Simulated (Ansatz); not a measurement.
# CO on Mo(110): change of the work function, part 2 of 2

Wanted: Δφ(θ) for CO/Mo(110), starting from the longbridge site.

Ansatz 0.2.0; plane-wave DFT, RPBE, Ansatz PAW.

So far, work function, upper face (eV): step 2 (the clean slab) 4.46; step 3 (18 atoms, coverage 0.25 ML, cell 2x2) 5.68; step 4 (20 atoms, coverage 0.5 ML, cell 2x2) 6.32.

## (5) The covered slab, k-mesh 12×12×1, coverage 1 ML

System of this step: CO/Mo(110). The cell holds 6 atoms: 4 Mo, 1 C and 1 O. Cell: a = 2.728 Å, b = 2.728 Å, c = 27.499 Å, α = 90.0°, β = 90.0°, γ = 70.5°. Vacuum lies along c.

input.yaml

```yaml
crystal:
  lattice:
    - [2.2273863607, -1.575, 0.0]
    - [2.2273863607, 1.575, 0.0]
    - [0.0, 0.0, 27.4993094706]
  atoms:
    - { symbol: Mo, position: [0.0, 0.0, 0.3272809453] }
    - { symbol: Mo, position: [0.5, 0.5, 0.4082788469] }
    - { symbol: Mo, position: [0.0, 0.0, 0.4908120047] }
    - { symbol: Mo, position: [0.5, 0.5, 0.5695848639] }
    - { symbol: C, position: [0.0, 0.0, 0.6305361772] }
    - { symbol: O, position: [0.0, 0.0, 0.6727190547] }
kpoints:
  mp_grid: { grid: [12, 12, 1] }
hamiltonian:
  xc: rpbe
scf:
  occupations: { method: fermi_dirac, width: 0.1 }
  convergence: { dr2_threshold: 1.0e-08 }
efield:
  axis: 3
  dipole_correction: true
  ramp_position: 0.97
  ramp_width: 0.06
relax:
  f_tol: 0.02
  max_steps: 60
  constraints: [{ sites: [0, 1] }]
output:
  bader: true
  write_potential: true
  write_density: true
  volumetric_format: npy
```

Run with:

```
ansatz run input.yaml --threads 4 --pin off --max-ram 6144MiB --backend cpu --events-out ev --progress --plain --runs-dir out
```

Wall time 27 s (4 threads of Intel Xeon 6975P-C (Granite Rapids), shared host); peak memory 0.68 GiB.

Step by step:

| step | energy less that of the first step (eV) | largest force component (eV/Å) |
| --- | --- | --- |
| 1 | 0.0000 | 1.8276 |
| 2 | -0.0407 | 0.6760 |
| 3 | -0.0633 | 0.1834 |
| 4 | -0.0653 | 0.0116 |

The run keeps the 4 symmetry operations that it works with, so distortions that break them were not tested.

The atoms that moved most (Å):

| atom | dx | dy | dz | length |
| --- | --- | --- | --- | --- |
| Mo4 | 0.000 | 0.000 | 0.085 | 0.085 |
| O6 | 0.000 | 0.000 | 0.015 | 0.015 |
| Mo3 | 0.000 | 0.000 | -0.008 | 0.008 |

Final coordinates:

```xyz
6
Lattice="2.2274 -1.5750 0.0000 2.2274 1.5750 0.0000 0.0000 0.0000 27.4993" Properties=species:S:1:pos:R:3
Mo    0.0000    0.0000    9.0000
Mo    2.2274    0.0000   11.2274
Mo    0.0000    0.0000   13.4893
Mo    2.2274    0.0000   15.7478
C     0.0000    0.0000   17.3363
O     0.0000    0.0000   18.5143
```

Running mean over 2.227 Å of the planar mean; the ramp of the sawtooth is left out. Table of electron's electrostatic potential energy less the Fermi level by z:

z (Å), electron's electrostatic potential energy less the Fermi level (eV) and a bar from the least value:
```
        4        4.5 ##########################
        5        4.5 ##########################
        6        4.3 ##########################
        7        3.0 ########################
        8       -6.1 ###########
        9      -12.5 ##
       10      -12.8 #
       11      -12.9 #
       12      -12.6 ##
       13      -12.7 #
       14      -12.7 #
       15      -12.7 ##
       16      -13.7 
       17       -8.9 #######
       18       -4.4 #############
       19        1.7 ######################
       20        6.3 #############################
       21        7.1 ##############################
       22        7.1 ##############################
       23        7.1 ##############################
       24        7.1 ##############################
```

The relaxation took 4 steps and lowered the energy by 0.065 eV; the largest force on the free atoms ends at 0.012 eV/Å.

The covered face has 7.09 eV, +2.63 eV against the clean one; the bare back face has moved by -0.06 eV, a measure of how thin the slab is.

## (6) Work function against coverage

This step: plane-wave DFT, RPBE, Ansatz PAW; work function against coverage (Ansatz 0.2.0).

The runs are now put side by side.

This step gave:

- work function of the clean face: 4.461 eV
- largest change of the work function: 2.633 eV

The work function of the covered face by coverage:

| coverage (adsorbates/nm²) | work function of the covered face (eV) |
| --- | --- |
| 0.00 | 4.46 |
| 3.56 | 5.68 |
| 7.13 | 6.32 |
| 14.25 | 7.09 |

The dipole per adsorbate comes from the change of the cell's dipole. Coverage, by row:

| coverage (1/nm²) | coverage (ML) | work function (eV) | change (eV) | dipole per adsorbate, positive end outwards (debye) | mean height of the added atoms over the highest substrate atom (Å) |
| --- | --- | --- | --- | --- | --- |
| 3.563 | 0.25 | 5.682 | 1.221 | -0.932 | 2.055 |
| 7.126 | 0.5 | 6.323 | 1.862 | -0.719 | 2.106 |
| 14.25 | 1 | 7.094 | 2.633 | -0.502 | 2.178 |

## (7) The slab at 0.25 ML, atoms frozen

This step: plane-wave DFT, RPBE, Ansatz PAW (Ansatz 0.2.0).

System of this step: CO/Mo(110). The cell holds 18 atoms: 16 Mo, 1 C and 1 O. Cell: a = 5.456 Å, b = 5.456 Å, c = 27.499 Å, α = 90.0°, β = 90.0°, γ = 70.5°. Vacuum lies along c.

To see where the charge goes, the covered slab, the bare substrate and the adsorbate layer are each run at the same frozen positions and on the same grid.

input.yaml

```yaml
crystal:
  lattice:
    - [4.4547727214, -3.15, 0.0]
    - [4.4547727214, 3.15, 0.0]
    - [0.0, 0.0, 27.4993094706]
  atoms:
    - { symbol: Mo, position: [0.0, 0.0, 0.3272809453] }
    - { symbol: Mo, position: [0.25, 0.25, 0.4082788469] }
    - { symbol: Mo, position: [0.0, 0.0, 0.4904323301] }
    - { symbol: Mo, position: [0.2462453685, 0.2462453685, 0.5714886872] }
    - { symbol: Mo, position: [0.0, 0.5, 0.3272809453] }
    - { symbol: Mo, position: [0.25, 0.75, 0.4082788469] }
    - { symbol: Mo, position: [0.0, 0.5, 0.4914094561] }
    - { symbol: Mo, position: [0.2561761761, 0.7438238239, 0.569896943] }
    - { symbol: Mo, position: [0.5, 0.0, 0.3272809453] }
    - { symbol: Mo, position: [0.75, 0.25, 0.4082788469] }
    - { symbol: Mo, position: [0.5, 0.0, 0.4914094561] }
    - { symbol: Mo, position: [0.7438238239, 0.2561761761, 0.569896943] }
    - { symbol: Mo, position: [0.5, 0.5, 0.3272809453] }
    - { symbol: Mo, position: [0.75, 0.75, 0.4082788469] }
    - { symbol: Mo, position: [0.5, 0.5, 0.48960641] }
    - { symbol: Mo, position: [0.7537546315, 0.7537546315, 0.5714886872] }
    - { symbol: C, position: [0.0, 0.0, 0.6242835828] }
    - { symbol: O, position: [0.0, 0.0, 0.6681844268] }
kpoints:
  mp_grid: { grid: [6, 6, 1] }
hamiltonian:
  xc: rpbe
scf:
  occupations: { method: fermi_dirac, width: 0.1 }
  convergence: { dr2_threshold: 1.0e-08 }
efield:
  axis: 3
  dipole_correction: true
  ramp_position: 0.97
  ramp_width: 0.06
output:
  write_potential: true
  write_density: true
  volumetric_format: npy
```

It took 32 s on 4 threads; peak memory 3 GiB.

This step gave:

```yaml
energy_at_zero_smearing: -80220.5612 eV
work_function_upper_face: 5.682 eV
work_function_lower_face: 4.507 eV
dipole_along_the_normal: -0.1823 e·Å
step_between_the_vacuum_levels: 1.175 eV
```

The work function of the upper face is 5.68 eV.

## (8) The substrate of the 0.25 ML cell alone

System of this step: CO/Mo(110), substrate alone, atoms held. The cell holds 16 atoms: 16 Mo. Its edges and angles: a = 5.456 Å, b = 5.456 Å, c = 27.499 Å, α = 90.0°, β = 90.0°, γ = 70.5°. Vacuum lies along c.

The second part, atoms unmoved.

Edit input.yaml of step 7 so:

```diff
@@ -22,4 +22,2 @@
     - { symbol: Mo, position: [0.7537546315, 0.7537546315, 0.5714886872] }
-    - { symbol: C, position: [0.0, 0.0, 0.6242835828] }
-    - { symbol: O, position: [0.0, 0.0, 0.6681844268] }
 kpoints:
```

Elapsed: 27 s, on 4 threads; peak memory 2.8 GiB; 1.7 min of CPU time.

This step gave:

- energy at zero smearing: -79399.1143 eV
- work function, upper face: 4.500 eV
- work function, lower face: 4.533 eV
- dipole along the normal: 0.005081 e·Å
- step between the vacuum levels: -0.03276 eV

The work function of the upper face is 4.50 eV.

## (9) The adsorbate layer of the 0.25 ML cell alone

System of this step: CO/Mo(110), adsorbate layer alone, atoms held. The cell holds 2 atoms: 1 C and 1 O. Its edges and angles: a = 5.456 Å, b = 5.456 Å, c = 27.499 Å, α = 90.0°, β = 90.0°, γ = 70.5°. Vacuum lies along c.

The third part; a free layer of atoms may carry a moment, so spin is on.

input.yaml, the sections that differ from step 8:

```yaml
crystal:
  lattice:
    - [4.4547727214, -3.15, 0.0]
    - [4.4547727214, 3.15, 0.0]
    - [0.0, 0.0, 27.4993094706]
  atoms:
    - { symbol: C, position: [0.0, 0.0, 0.6242835828], spin: 1.0 }
    - { symbol: O, position: [0.0, 0.0, 0.6681844268] }
magnetization:
  spin_polarized: true
# kpoints, hamiltonian, scf, efield, output: as in step 8
```

Run time: 6.7 s. Hardware: 4 threads; peak memory 1 GiB.

Numbers from this step:

```yaml
gap_on_the_k_mesh: 6.387 eV
dipole_along_the_normal: -0.005962 e·Å
step_between_the_vacuum_levels: 0.03843 eV
ionisation_energy_upper_face: 9.347 eV
electron_affinity_upper_face: 2.959 eV
ionisation_energy_lower_face: 9.308 eV
```

At this spacing and smearing the free layer keeps no moment.

## (10) Where the charge went at 0.25 ML

This step: plane-wave DFT, RPBE, Ansatz PAW; density difference on adsorption (Ansatz 0.2.0).

The densities of the parts are taken from that of the whole and averaged over planes; the first moment of what is left gives the step in the potential.

This step gave:

| Property | Result |
| --- | --- |
| largest charge moved | -0.005053 e/Å² |
| potential step from the moved charge | 1.170 eV |

Planar mean, whole system less its parts. The electron density difference by z:

| z (Å) | electron density difference (e/Å³) |
| --- | --- |
| 4 | -3.5e-7 |
| 5 | -2.9e-6 |
| 6 | -1.9e-5 |
| 7 | -1.0e-4 |
| 8 | 6.1e-5 |
| 9 | -6.6e-4 |
| 10 | -2.1e-4 |
| 11 | 8.8e-5 |
| 12 | 2.1e-4 |
| 13 | 4.4e-4 |
| 14 | 6.4e-4 |
| 15 | 5.8e-4 |
| 16 | -0.00842 |
| 17 | 0.00742 |
| 18 | -0.00606 |
| 19 | 9.0e-4 |
| 20 | 3.9e-5 |
| 21 | -2.0e-6 |
| 22 | -4.4e-7 |

Planar mean, whole system less its parts. The electrons moved below z by z:

| z (Å) | electrons moved below z (e/Å²) |
| --- | --- |
| 4 | -2.0e-7 |
| 5 | -1.7e-6 |
| 6 | -1.1e-5 |
| 7 | -7.0e-5 |
| 8 | -1.6e-4 |
| 9 | -6.2e-5 |
| 10 | 2.3e-5 |
| 11 | -4.9e-5 |
| 12 | -2.0e-5 |
| 13 | -6.6e-6 |
| 14 | 2.2e-4 |
| 15 | 4.7e-4 |
| 16 | -0.00348 |
| 17 | -0.00198 |
| 18 | -0.00206 |
| 19 | -2.6e-4 |
| 20 | -2.8e-6 |
| 21 | 1.4e-6 |
| 22 | 3.3e-7 |

## (11) Varying the input

This step: plane-wave DFT, RPBE, Ansatz PAW (Ansatz 0.2.0).

System of this step: CO/Mo(110). The cell holds 6 atoms: 4 Mo, 1 C and 1 O. Cell: a = 2.728 Å, b = 2.728 Å, c = 27.499 Å, α = 90.0°, β = 90.0°, γ = 70.5°. Vacuum lies along c.

An input spoilt on purpose, to show how the run answers: it repeats the earlier run at 1 ML with scf.occupations from occupations to occupation, and scf.max_iter set to 60.

input.yaml

```yaml
crystal:
  lattice:
    - [2.2273863607, -1.575, 0.0]
    - [2.2273863607, 1.575, 0.0]
    - [0.0, 0.0, 27.4993094706]
  atoms:
    - { symbol: Mo, position: [0.0, 0.0, 0.3272809453] }
    - { symbol: Mo, position: [0.5, 0.5, 0.4082788469] }
    - { symbol: Mo, position: [0.0, 0.0, 0.4908120047] }
    - { symbol: Mo, position: [0.5, 0.5, 0.5695848639] }
    - { symbol: C, position: [0.0, 0.0, 0.6305361772] }
    - { symbol: O, position: [0.0, 0.0, 0.6727190547] }
kpoints:
  mp_grid: { grid: [12, 12, 1] }
hamiltonian:
  xc: rpbe
scf:
  occupation: { method: fermi_dirac, width: 0.1 }
  convergence: { dr2_threshold: 1.0e-08 }
  max_iter: 60
efield:
  axis: 3
  dipole_correction: true
  ramp_position: 0.97
  ramp_width: 0.06
relax:
  f_tol: 0.02
  max_steps: 60
  constraints: [{ sites: [0, 1] }]
output:
  bader: true
  write_potential: true
  write_density: true
  volumetric_format: npy
```

Run time: 0.02 s. Hardware: 4 threads; peak memory 0.028 GiB.

The program refused the input before any cycle.

The program's message: “Error: YAML parse error: error: line 18 column 3: unknown field `occupation`, expected one of max_iter, algorithm, n_extra_bands, self_checks, convergence, lower_state_search, omitted_lower_state_chec …”

A key was misspelt on purpose.

## (12) A changed input

System of this step: Mo(110). The cell holds 4 atoms: 4 Mo. Cell: a = 2.728 Å, b = 2.728 Å, c = 24.682 Å, α = 90.0°, β = 90.0°, γ = 70.5°. Vacuum lies along c.

Another changed input: it repeats the earlier run at 0 ML with basis.ecutwfc to 40.4 Ry, scf.occupations.width from 0.1 to 0.2 and kpoints.mp_grid.grid from [12, 12, 1] to [4, 4, 1].

input.yaml, the sections that differ from step 11:

```yaml
crystal:
  lattice:
    - [2.2273863607, -1.575, 0.0]
    - [2.2273863607, 1.575, 0.0]
    - [0.0, 0.0, 24.6821590822]
  atoms:
    - { symbol: Mo, position: [0.0, 0.0, 0.3646358477] }
    - { symbol: Mo, position: [0.5, 0.5, 0.4548786159] }
    - { symbol: Mo, position: [0.0, 0.0, 0.5451213841] }
    - { symbol: Mo, position: [0.5, 0.5, 0.6353641523] }
kpoints:
  mp_grid: { grid: [4, 4, 1] }
scf:
  occupations: { method: fermi_dirac, width: 0.2 }
  convergence: { dr2_threshold: 1.0e-08 }
output:
  write_potential: true
  write_density: true
  volumetric_format: npy
basis:
  ecutwfc: "40.4 Ry"
# hamiltonian, efield, relax: as in step 11
```

The job ended after 4.5 s (4 threads; peak memory 0.57 GiB; 15 s of CPU time).

| quantity | this run | earlier run | difference |
| --- | --- | --- | --- |
| work function, upper face (eV) | 4.302 | 4.461 | -0.16 |
| work function, lower face (eV) | 4.387 | 4.537 | -0.15 |
| dipole along the normal (e·Å) | 0.003268 | 0.002967 | 3.0e-4 |

What moves beyond 0.01 in its unit (for the dipole 0.5 % and 5e-5 e·Å): work function, upper face (-0.159 eV), work function, lower face (-0.151 eV) and dipole along the normal (+0.0003 e·Å).

The change shows in the results, which are not taken further.

## (13) Summary of results

| Quantity | Value |
| --- | --- |
| work function of the clean face | 4.46 eV |
| work function at 0.25 ML | 5.68 eV |
| work function at 0.5 ML | 6.32 eV |
| work function at 1 ML | 7.09 eV |
| dipole per adsorbate at 0.25 ML, positive end outwards | -0.93 D |
| step of the potential from the moved charge at 0.25 ML, upper less lower side, atoms held | 1.17 eV |

In words: CO raises the work function of Mo(110) at the lowest coverage, by 1.22 eV: the adsorbate layer has its negative end outwards. The dipole per adsorbate falls from 0.93 to 0.50 D as the layer fills. Neighbouring dipoles depolarise each other, and heights and bonding change with coverage too. The slab has 4 layers, at the tabulated experimental lattice constant, one starting site was run, and quantum-size effects of a slab this thin can reach one or two tenths of an eV.

[Logs are printed without paths, hosts, clocks, repeated set-up lines and the standing remarks that a program may print on its own settings, such as how far it seeks lower states.]

[Hosts, paths, dates, database ids (printed as entryN), source tags and the programs' standing remarks are cut or masked in the printed files.]

[Maps of the electrostatic potential energy from Ansatz leave out the sawtooth potential of an applied field or a dipole correction, so their vacuum need not be flat; planar profiles and work functions include it.]
